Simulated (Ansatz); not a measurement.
# Br on Ag(111): change of the work function

How does Br on the fcc site change the work function of Ag(111) as the layer fills?

Program: Ansatz 0.2.0. Level of theory: plane-wave DFT, PBE, Ansatz PAW. Results are calculated unless marked as measured.

## Step 1: The structure

The cell holds 4 atoms: 4 Ag. Its edges and angles: a = 2.892 Å, b = 2.892 Å, c = 25.084 Å, α = 90.0°, β = 90.0°, γ = 60.0°. Vacuum lies along c.

## Step 2: The clean slab

The bare slab comes first, as the zero from which every change is counted. The two lowest layers are held at bulk places and the upper ones relax. The dipole correction removes the false field that a one-sided slab makes across the periodic vacuum, so each face gets a flat vacuum level of its own.

File input.yaml:

```yaml
crystal:
  lattice:
    - [2.8920667351, 0.0, 0.0]
    - [1.4460333675, 2.504603262, 0.0]
    - [0.0, 0.0, 25.084087803]
  atoms:
    - { symbol: Ag, position: [0.0, 0.0, 0.3587931947] }
    - { symbol: Ag, position: [0.3333333333, 0.3333333333, 0.4529310649] }
    - { symbol: Ag, position: [0.6666666667, 0.6666666667, 0.5470689351] }
    - { symbol: Ag, position: [0.0, 0.0, 0.6412068053] }
kpoints:
  mp_grid: { grid: [12, 12, 1] }
hamiltonian:
  xc: pbe
scf:
  occupations: { method: fermi_dirac, width: 0.1 }
  convergence: { dr2_threshold: 1.0e-08 }
efield:
  axis: 3
  dipole_correction: true
  ramp_position: 0.97
  ramp_width: 0.06
relax:
  f_tol: 0.02
  max_steps: 60
  constraints: [{ sites: [0, 1] }]
output:
  write_potential: true
  write_density: true
  volumetric_format: npy
```

Command:

```
$ ansatz run input.yaml --threads 4 --pin off --max-ram 6144MiB --backend cpu --events-out ev --progress --plain --runs-dir out
```

Numbers of over 12 decimals in the logs are rounded to 6 here.

Output:

```text
Engine: ansatz 0.2.0, x86_64-unknown-linux-gnu
Pseudopotentials: kind: paw
Pseudopotential: Ag, paw, valence charge 19, recommended cutoff 420 eV (normal), Ag.paw.azcp
Functional definition: PBE
  parameter kappa = 0.804
  parameter beta = 0.066725
  exchange = pbe_x(kappa = kappa, mu = beta*pi^2/3)
  correlation = pbe_c(beta = beta)
Crystal: 4 atoms, lattice volume = 181.696 Å³
Basis set: ecut = 420 eV, 3551 PW (Γ), exchange–correlation on 40×40×360 points (8 copies of the dense FFT grid, shifted against one another)
Bands: 46, of which v1, the nominal top of the filled ones, is band 38 counted from 1 (37 counted from 0)
Symmetry: 6 space group operations
k-points: 19 of 144 (time reversal used)
Non-local potential: Ag, projectors of the file, l = 0: 3, l = 1: 2, l = 2: 2, l = 3: 1
PAW form: soft (Blöchl's): semilocal exchange-correlation on the pseudo side does not see the compensation charge
PAW one-centre angular grid: Ag, 590 points (default); XC on 64 Gauss nodes
Initial density: superposition of atomic densities (neutral atoms: chi_scale 0, normalization atom), corrected by the library's trained network
Initial wavefunctions: pseudopotential atomic-orbital guess
Functional: x = pbe(κ = 0.804, μ = 0.219515), c = pbe(β = 0.066725)
SCF iter   1: F=—  HF=-30361.536039 eV  |F-HF|=—  |Δ(HF+E_count)|=         —  Δρ=1.43e-3  dr2=2.13e-2  ethr=1.77e-3  p=0.000 e·Å  D=2.60e-13 V/Å  ΔV_dip=-0.00 eV  dr2_dipole=1.52e-9  V_vac-E_F(+/−)=4.39/4.39 eV  ⟨swp⟩=7.4  Hψ=3672  notcnv=0  defer=12
efield: sawtooth ramp at fractional position 0.9700 (set: `efield.ramp_position`, or a place that a band, a saddle search or an elastic batch's reference lends), width 0.0600; the density the first Hamiltonian is built on has a dipole p = 0.000 e·Å; the dipole correction subtracts the counter field D = 2.60e-13 V/Å, which shifts the + side's vacuum level by -0.00 eV against the − side's; the planar-averaged density in the ramp window peaks in size at 3.3e-6 e/Å³
preconditioner: auto → LDOS  [metal: Δε(μ)=0.132 eV  Ē_g=9.346 eV  σ=0.100 eV  W_gap=0.32  n_scr=18 (ndim 8)  ℏωp=18.3 eV  f_vac=0.583  D(μ)=0.82/eV (n_scr^D=6)  β→1.0]
SCF iter   2: F=—  HF=-30361.540487 eV  |F-HF|=—  |Δ(HF+E_count)|=   4.45e-3  Δρ=1.71e-3  dr2=1.09e-2  ethr=2.80e-5  p=-0.000 e·Å  D=-9.71e-6 V/Å  ΔV_dip=0.00 eV  dr2_dipole=2.65e-10  V_vac-E_F(+/−)=4.43/4.43 eV  ⟨swp⟩=2.2  Hψ=1740  notcnv=0  defer=25
SCF iter   3: F=—  HF=-30361.538903 eV  |F-HF|=—  |Δ(HF+E_count)|=   1.58e-3  Δρ=5.15e-4  dr2=3.95e-4  ethr=1.43e-5  p=-0.000 e·Å  D=-2.42e-6 V/Å  ΔV_dip=0.00 eV  dr2_dipole=6.35e-10  V_vac-E_F(+/−)=4.45/4.45 eV  ⟨swp⟩=2.0  Hψ=1312  notcnv=0  defer=25
SCF iter   4: F=—  HF=-30361.538836 eV  |F-HF|=—  |Δ(HF+E_count)|=   6.70e-5  Δρ=7.08e-5  dr2=1.22e-5  ethr=5.20e-7  p=-0.000 e·Å  D=-1.66e-6 V/Å  ΔV_dip=0.00 eV  dr2_dipole=2.22e-10  V_vac-E_F(+/−)=4.45/4.45 eV  ⟨swp⟩=3.2  Hψ=1672  notcnv=0  defer=25
SCF iter   5: F=—  HF=-30361.538841 eV  |F-HF|=—  |Δ(HF+E_count)|=   4.57e-6  Δρ=2.65e-5  dr2=1.77e-6  ethr=1.60e-8  p=-0.000 e·Å  D=-6.24e-8 V/Å  ΔV_dip=0.00 eV  dr2_dipole=2.13e-12  V_vac-E_F(+/−)=4.45/4.45 eV  ⟨swp⟩=2.6  Hψ=1527  notcnv=0  defer=25
SCF iter   6: F=—  HF=-30361.538866 eV  |F-HF|=—  |Δ(HF+E_count)|=   2.56e-5  Δρ=9.20e-6  dr2=1.40e-7  ethr=2.33e-9  p=0.000 e·Å  D=9.55e-8 V/Å  ΔV_dip=-0.00 eV  dr2_dipole=5.77e-13  V_vac-E_F(+/−)=4.46/4.46 eV  ⟨swp⟩=2.2  Hψ=1219  notcnv=0  defer=25
SCF iter   7: F=—  HF=-30361.538866 eV  |F-HF|=—  |Δ(HF+E_count)|=   3.58e-8  Δρ=3.14e-6  dr2=2.09e-8  ethr=1.84e-10  p=0.000 e·Å  D=3.04e-8 V/Å  ΔV_dip=-0.00 eV  dr2_dipole=6.05e-13  V_vac-E_F(+/−)=4.46/4.46 eV  ⟨swp⟩=2.4  Hψ=1593  notcnv=0  defer=25
SCF iter   8: F=-30361.538866 eV  HF=-30361.538866 eV  |F-HF|=2.71e-9  |Δ(HF+E_count)|=   5.29e-9  Δρ=6.78e-7  dr2=5.64e-10  ethr=1.32e-11  p=-0.000 e·Å  D=-6.97e-9 V/Å  ΔV_dip=0.00 eV  dr2_dipole=1.63e-14  V_vac-E_F(+/−)=4.46/4.46 eV  ⟨swp⟩=8.7  Hψ=5215  notcnv=0
SCF 1 converged in 8 iterations: F = -30361.538866 eV  dr2 = 5.64e-10
  greatest PAW one-centre occupation: 1.000 electrons in one spin orbital (limit 2), on the Ag atom at site 1 (counted from 0), in its partial waves of l = 0
relax step   1: F+E_penalty+E_count = -30361.53886649 eV  Δ(F+E_penalty+E_count) = +0.000e0 eV  max|allowed force component| = 1.394e-1 eV/Å  Δτ_max = 0.0000 Å  (8 SCF iters, accepted)
Initial density: handed on by an earlier stage of this run
Initial wavefunctions: those handed on with the density
iter 1 solved again at ethr=1.65e-5 eV; its pass at ethr=3.10e-3 eV (dr2=1.25e-2 eV) is discarded
SCF iter   1: F=—  HF=-30361.545711 eV  |F-HF|=—  |Δ(HF+E_count)|=         —  Δρ=2.56e-3  dr2=1.12e-2  ethr=1.65e-5  p=-0.000 e·Å  D=-2.73e-8 V/Å  ΔV_dip=0.00 eV  dr2_dipole=8.08e-5  V_vac-E_F(+/−)=4.45/4.45 eV  ⟨swp⟩=2.0  Hψ=3443  notcnv=0  defer=33
efield: sawtooth ramp at fractional position 0.9700 (set: `efield.ramp_position`, or a place that a band, a saddle search or an elastic batch's reference lends), width 0.0600; the density the first Hamiltonian is built on has a dipole p = -0.000 e·Å; the dipole correction subtracts the counter field D = -2.73e-8 V/Å, which shifts the + side's vacuum level by +0.00 eV against the − side's; the planar-averaged density in the ramp window peaks in size at 6.5e-7 e/Å³
preconditioner: auto → LDOS  [metal: Δε(μ)=0.209 eV  Ē_g=9.267 eV  σ=0.100 eV  W_gap=0.48  n_scr=18 (ndim 8)  ℏωp=18.3 eV  f_vac=0.579  D(μ)=0.92/eV (n_scr^D=6)  β→1.0]
SCF iter   2: F=—  HF=-30361.545729 eV  |F-HF|=—  |Δ(HF+E_count)|=   1.82e-5  Δρ=2.20e-3  dr2=1.62e-2  ethr=1.47e-5  p=0.001 e·Å  D=1.26e-3 V/Å  ΔV_dip=-0.03 eV  dr2_dipole=1.53e-3  V_vac-E_F(+/−)=4.40/4.43 eV  ⟨swp⟩=2.1  Hψ=1485  notcnv=0  defer=33
SCF iter   3: F=—  HF=-30361.542237 eV  |F-HF|=—  |Δ(HF+E_count)|=   3.49e-3  Δρ=4.16e-4  dr2=3.20e-4  ethr=1.47e-5  p=-0.002 e·Å  D=-1.87e-3 V/Å  ΔV_dip=0.05 eV  dr2_dipole=4.02e-5  V_vac-E_F(+/−)=4.49/4.44 eV  ⟨swp⟩=2.0  Hψ=1399  notcnv=0  defer=33
SCF iter   4: F=—  HF=-30361.542206 eV  |F-HF|=—  |Δ(HF+E_count)|=   3.17e-5  Δρ=2.30e-4  dr2=1.11e-4  ethr=4.21e-7  p=-0.001 e·Å  D=-1.01e-3 V/Å  ΔV_dip=0.03 eV  dr2_dipole=2.24e-7  V_vac-E_F(+/−)=4.47/4.44 eV  ⟨swp⟩=2.2  Hψ=1528  notcnv=0  defer=33
SCF iter   5: F=—  HF=-30361.542194 eV  |F-HF|=—  |Δ(HF+E_count)|=   1.19e-5  Δρ=3.25e-5  dr2=3.43e-6  ethr=1.46e-7  p=-0.001 e·Å  D=-1.14e-3 V/Å  ΔV_dip=0.03 eV  dr2_dipole=7.57e-7  V_vac-E_F(+/−)=4.47/4.44 eV  ⟨swp⟩=2.0  Hψ=1327  notcnv=0  defer=33
SCF iter   6: F=—  HF=-30361.542212 eV  |F-HF|=—  |Δ(HF+E_count)|=   1.83e-5  Δρ=1.26e-5  dr2=3.00e-7  ethr=4.51e-9  p=-0.001 e·Å  D=-1.17e-3 V/Å  ΔV_dip=0.03 eV  dr2_dipole=8.74e-9  V_vac-E_F(+/−)=4.47/4.44 eV  ⟨swp⟩=2.0  Hψ=1297  notcnv=0  defer=33
SCF iter   7: F=—  HF=-30361.542212 eV  |F-HF|=—  |Δ(HF+E_count)|=   9.44e-8  Δρ=3.85e-6  dr2=3.51e-8  ethr=3.94e-10  p=-0.001 e·Å  D=-1.17e-3 V/Å  ΔV_dip=0.03 eV  dr2_dipole=2.80e-12  V_vac-E_F(+/−)=4.47/4.44 eV  ⟨swp⟩=2.0  Hψ=1501  notcnv=0  defer=33
SCF iter   8: F=-30361.542212 eV  HF=-30361.542212 eV  |F-HF|=2.99e-9  |Δ(HF+E_count)|=   2.52e-8  Δρ=8.95e-7  dr2=1.21e-9  ethr=1.32e-11  p=-0.001 e·Å  D=-1.16e-3 V/Å  ΔV_dip=0.03 eV  dr2_dipole=2.58e-11  V_vac-E_F(+/−)=4.47/4.44 eV  ⟨swp⟩=9.0  Hψ=5307  notcnv=0
SCF 2 converged in 8 iterations: F = -30361.542212 eV  dr2 = 1.21e-9
relax step   2: F+E_penalty+E_count = -30361.54221217 eV  Δ(F+E_penalty+E_count) = -3.346e-3 eV  max|allowed force component| = 5.879e-2 eV/Å  Δτ_max = 0.1208 Å  (8 SCF iters, accepted)
SCF iter   1: F=—  HF=-30361.543996 eV  |F-HF|=—  |Δ(HF+E_count)|=         —  Δρ=9.71e-4  dr2=1.77e-3  ethr=2.01e-5  p=-0.001 e·Å  D=-1.16e-3 V/Å  ΔV_dip=0.03 eV  dr2_dipole=5.25e-5  V_vac-E_F(+/−)=4.48/4.45 eV  ⟨swp⟩=3.8  Hψ=2048  notcnv=0  defer=33
efield: sawtooth ramp at fractional position 0.9700 (set: `efield.ramp_position`, or a place that a band, a saddle search or an elastic batch's reference lends), width 0.0600; the density the first Hamiltonian is built on has a dipole p = -0.001 e·Å; the dipole correction subtracts the counter field D = -1.16e-3 V/Å, which shifts the + side's vacuum level by +0.03 eV against the − side's; the planar-averaged density in the ramp window peaks in size at 7.8e-7 e/Å³
preconditioner: auto → LDOS  [metal: Δε(μ)=0.206 eV  Ē_g=9.288 eV  σ=0.100 eV  W_gap=0.47  n_scr=18 (ndim 8)  ℏωp=18.3 eV  f_vac=0.581  D(μ)=0.89/eV (n_scr^D=6)  β→1.0]
SCF iter   2: F=—  HF=-30361.544014 eV  |F-HF|=—  |Δ(HF+E_count)|=   1.81e-5  Δρ=9.28e-4  dr2=2.53e-3  ethr=2.33e-6  p=-0.002 e·Å  D=-1.70e-3 V/Å  ΔV_dip=0.04 eV  dr2_dipole=3.84e-5  V_vac-E_F(+/−)=4.50/4.46 eV  ⟨swp⟩=2.7  Hψ=1897  notcnv=0  defer=33
SCF iter   3: F=—  HF=-30361.543440 eV  |F-HF|=—  |Δ(HF+E_count)|=   5.74e-4  Δρ=1.90e-4  dr2=6.10e-5  ethr=2.33e-6  p=-0.001 e·Å  D=-6.14e-4 V/Å  ΔV_dip=0.02 eV  dr2_dipole=4.87e-6  V_vac-E_F(+/−)=4.47/4.45 eV  ⟨swp⟩=2.0  Hψ=1396  notcnv=0  defer=33
SCF iter   4: F=—  HF=-30361.543423 eV  |F-HF|=—  |Δ(HF+E_count)|=   1.78e-5  Δρ=8.92e-5  dr2=1.40e-5  ethr=8.03e-8  p=-0.001 e·Å  D=-8.67e-4 V/Å  ΔV_dip=0.02 eV  dr2_dipole=8.59e-9  V_vac-E_F(+/−)=4.47/4.45 eV  ⟨swp⟩=2.5  Hψ=1546  notcnv=0  defer=33
SCF iter   5: F=—  HF=-30361.543428 eV  |F-HF|=—  |Δ(HF+E_count)|=   5.44e-6  Δρ=1.46e-5  dr2=9.75e-7  ethr=1.84e-8  p=-0.001 e·Å  D=-8.27e-4 V/Å  ΔV_dip=0.02 eV  dr2_dipole=2.55e-7  V_vac-E_F(+/−)=4.47/4.45 eV  ⟨swp⟩=2.0  Hψ=1332  notcnv=0  defer=33
SCF iter   6: F=—  HF=-30361.543462 eV  |F-HF|=—  |Δ(HF+E_count)|=   3.41e-5  Δρ=4.76e-6  dr2=6.34e-8  ethr=1.28e-9  p=-0.001 e·Å  D=-8.00e-4 V/Å  ΔV_dip=0.02 eV  dr2_dipole=9.80e-9  V_vac-E_F(+/−)=4.47/4.45 eV  ⟨swp⟩=2.0  Hψ=1200  notcnv=0  defer=33
SCF iter   7: F=—  HF=-30361.543462 eV  |F-HF|=—  |Δ(HF+E_count)|=   2.80e-8  Δρ=1.89e-6  dr2=1.05e-8  ethr=1.32e-11  p=-0.001 e·Å  D=-7.97e-4 V/Å  ΔV_dip=0.02 eV  dr2_dipole=1.63e-11  V_vac-E_F(+/−)=4.47/4.45 eV  ⟨swp⟩=9.1  Hψ=5612  notcnv=0
SCF iter   8: F=-30361.543462 eV  HF=-30361.543462 eV  |F-HF|=9.75e-10  |Δ(HF+E_count)|=   4.10e-9  Δρ=4.65e-7  dr2=2.72e-10  ethr=1.32e-11  p=-0.001 e·Å  D=-7.96e-4 V/Å  ΔV_dip=0.02 eV  dr2_dipole=9.85e-14  V_vac-E_F(+/−)=4.47/4.45 eV  ⟨swp⟩=8.2  Hψ=5047  notcnv=0
SCF 3 converged in 8 iterations: F = -30361.543462 eV  dr2 = 2.72e-10
relax step   3: F+E_penalty+E_count = -30361.54346218 eV  Δ(F+E_penalty+E_count) = -1.250e-3 eV  max|allowed force component| = 3.526e-3 eV/Å  Δτ_max = 0.0437 Å  (8 SCF iters, accepted)
NSCF: frozen V_eff on 19 k-points
the band table was solved once a step of the walk had ended and its energy, with any forces and stress, was formed, with the checks that follow a solve (4634 applications of the Hamiltonian). They found nothing against the state; the energy, forces and stress were not computed again (output.eigenvalues in the input reference)
SCF converged after 8 iterations
Free energy (F): -30361.543462 eV
Harris-Foulkes:  -30361.543462 eV  (|F-HF|=9.75e-10)
Internal energy: -30361.511446 eV  (E = F + TS)
E sigma→0 (E₀):  -30361.527454 eV
Entropy (-TS):   -0.032016 eV (-8.004 meV/atom)
Fermi energy:    3.774940 eV
Dipole field:    D = -0.000797 V/Å  (p = -0.000800 e·Å, saw-weighted, corrected)
Work function:   Φ+ = 4.4694 eV   Φ− = 4.4494 eV
Levels:          The Fermi level and band energies are counted from a zero that moves with the ramp; work functions are not
--- Per-component energies (eV) ---
  E_band       = -1960.547775
  E_kinetic    = 2109.099075
  E_local      = -128020.276693  (includes V_loc(G=0)·N_el)
  E_nonlocal   = 320.756909
  E_hartree    = 63107.808708
  E_xc         = -738.272181
  E_vxc        = -937.843934  (∫ρ·V_xc dr)
  E_paw        = -15609.056264  (= ΣΔE_a)
  E_vpaw       = -1647.903650  (= ΣTr[D̂ρ^β])
  E_aug_tail   = 0.001306  (compensation charges beyond the density's cutoff)
  E_efield     = 0.000000  (sawtooth field / dipole correction)
  E_vefield    = 0.001582  (∫n·V_field dr)
  E_ewald      = 48468.427694
  E_smearing   = -0.032016  (= −TS)
  E_closure    = -0.000000  (closes the sum)
  Σ components = -30361.543462   (vs F -30361.543462, Δ=0.00e0)
--- Forces (eV/Å), atoms counted from 1 ---
  atom   1  Ag    -0.00000000     0.00000000    -0.13252267
  atom   2  Ag     0.00000000    -0.00000000     0.12981904
  atom   3  Ag    -0.00000000    -0.00000000     0.00352622
  atom   4  Ag    -0.00000000     0.00000000    -0.00082127
  max |Σ_I F_I| component: 1.31e-6 eV/Å
--- Band table (eV; the first three rows and the last of 19) ---
  k-point 0: bands = [... 34 lower, 0.3804, 0.4880, 0.4880, 0.7234, 0.7234, 2.7357, 3.9494, 7.7601, ... 4 higher]
  k-point 1: bands = [... 34 lower, 0.3192, 0.4035, 0.4876, 0.7293, 1.0045, 3.0032, 4.3438, 7.8970, ... 4 higher]
  k-point 2: bands = [... 34 lower, 0.1786, 0.4121, 0.4831, 0.7430, 1.5725, 3.6517, 5.3129, 8.3086, ... 4 higher]
  k-point 18: bands = [... 34 lower, 0.6631, 0.6714, 7.1502, 7.3285, 7.3357, 8.0731, 8.0825, 8.4313, ... 4 higher]
--- Relaxed structure (3 steps of the walk, 3 accepted, 0 SCFs on fresh bases) ---
  F+E_penalty+E_count = -30361.54346218 eV   max|allowed force component| = 3.526e-3 eV/Å
  atoms:
    - { symbol: Ag, position: [0.0, 0.0, 0.3587931947] }
    - { symbol: Ag, position: [0.333333, 0.333333, 0.452931] }
    - { symbol: Ag, position: [0.666667, 0.666667, 0.548158] }
    - { symbol: Ag, position: [2.5445411667508047e-18, -1.1400014543183414e-18, 0.644283] }
```

Elapsed: 9.9 s, on 4 threads of Intel Xeon Platinum 8259CL at 2.50GHz (Skylake/Cascade Lake), shared host; peak memory 0.57 GiB; 37 s of CPU time.

The steps of the relaxation:

```
step  energy less that of the first step (eV)  largest force component (eV/Å)
   1                                   0.0000                          0.1394
   2                                  -0.0033                          0.0588
   3                                  -0.0046                          0.0035
```

The run keeps the 6 symmetry operations that it works with, so distortions that break them were not tested.

The atoms that moved most (Å):

```
atom     dx     dy     dz  length
 Ag4  0.000  0.000  0.077   0.077
 Ag3  0.000  0.000  0.027   0.027
```

The relaxed structure:

```cif
data_structure
_symmetry_space_group_name_H-M 'P 1'
_symmetry_Int_Tables_number 1
_cell_length_a 2.8921
_cell_length_b 2.8921
_cell_length_c 25.0841
_cell_angle_alpha 90.000
_cell_angle_beta 90.000
_cell_angle_gamma 60.000
_cell_volume 181.70
loop_
_atom_site_label
_atom_site_type_symbol
_atom_site_fract_x
_atom_site_fract_y
_atom_site_fract_z
_atom_site_occupancy
Ag1 Ag 0.00000 0.00000 0.35879 1
Ag2 Ag 0.33333 0.33333 0.45293 1
Ag3 Ag 0.66667 0.66667 0.54816 1
Ag4 Ag 0.00000 0.00000 0.64428 1
```

This step gave:

| Property | Result |
| --- | --- |
| energy at zero smearing | -30361.5275 eV |
| work function, upper face | 4.469 eV |
| dipole along the normal | -8.00e-4 e·Å |

Running mean over 2.361 Å of the planar mean; the ramp of the sawtooth is left out. Electron's electrostatic potential energy less the Fermi level against z:

```
z (Å)  electron's electrostatic potential energy less the Fermi level (eV)
    4                                                                 4.45
    5                                                                 4.44
    6                                                                 4.38
    7                                                                 3.48
    8                                                                -2.25
    9                                                                -5.85
   10                                                                -6.03
   11                                                                -6.05
   12                                                                -5.92
   13                                                                -5.89
   14                                                                -5.97
   15                                                                -5.68
   16                                                                -5.86
   17                                                                -3.28
   18                                                                 2.97
   19                                                                 4.36
   20                                                                 4.46
   21                                                                 4.47
   22                                                                 4.47
```

The relaxation took 3 steps and lowered the energy by 0.0046 eV; the largest force on the free atoms ends at 0.0035 eV/Å.

The work function of the upper face is 4.47 eV.

(Continued in part 2 of 3.)

[Logs are printed without paths, hosts, clocks, repeated set-up lines and the standing remarks that a program may print on its own settings, such as how far it seeks lower states.]

[Hosts, paths, dates, database ids (printed as entryN), source tags and the programs' standing remarks are cut or masked in the printed files.]

[Maps of the electrostatic potential energy from Ansatz leave out the sawtooth potential of an applied field or a dipole correction, so their vacuum need not be flat; planar profiles and work functions include it.]
